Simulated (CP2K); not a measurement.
Consider carbon monoxide at its PBE geometry (Å).

```xyz
2

C     0.5714    0.0000    0.0000
O    -0.5714    0.0000    0.0000
```

Method: CP2K XAS_TDP, all-electron GAPW, PBEh(45%), aug-cc-pVTZ, TDA, no relativity.

**Question.** Where do the C K-edge lines lie, and how strong are they?

Leading lines: C1 281.66 eV. The leading line of an atom is its first one with 35 % of the strongest within 2.5 eV of its lowest line over the strength cut. 

The first six lines of each atom with a strength over 0.0015:

| atom | energy (eV) | states | strength, one atom |
| --- | --- | --- | --- |
| C1 (bonded to O) | 281.66 | 2 | 0.1626 |
|  | 287.76 | 1 | 0.0052 |
|  | 288.61 | 2 | 0.0130 |
|  | 292.34 | 1 | 0.0031 |
|  | 295.00 | 2 | 0.0352 |
|  | 296.81 | 2 | 0.0274 |

Lines are vertical, at one geometry, with no vibrational structure. Without a correction of the core level, line positions, and the gaps between valence and Rydberg lines, follow the share of exact exchange. At this level such K lines come out 3 to 6 eV under measured ones. These values hold no scalar relativity, about 0.1 eV for C 1s. Rydberg lines, and the discretised continuum above threshold, depend on the basis and the box.

[Banner, clock and machine lines of the logs are left out without a mark of their own.]

[Logs are printed without paths, hosts, clocks, repeated set-up lines and the standing remarks that a program may print on its own settings, such as how far it seeks lower states.]

[Hosts, paths, dates, database ids (printed as entryN), source tags and the programs' standing remarks are cut or masked in the printed files.]
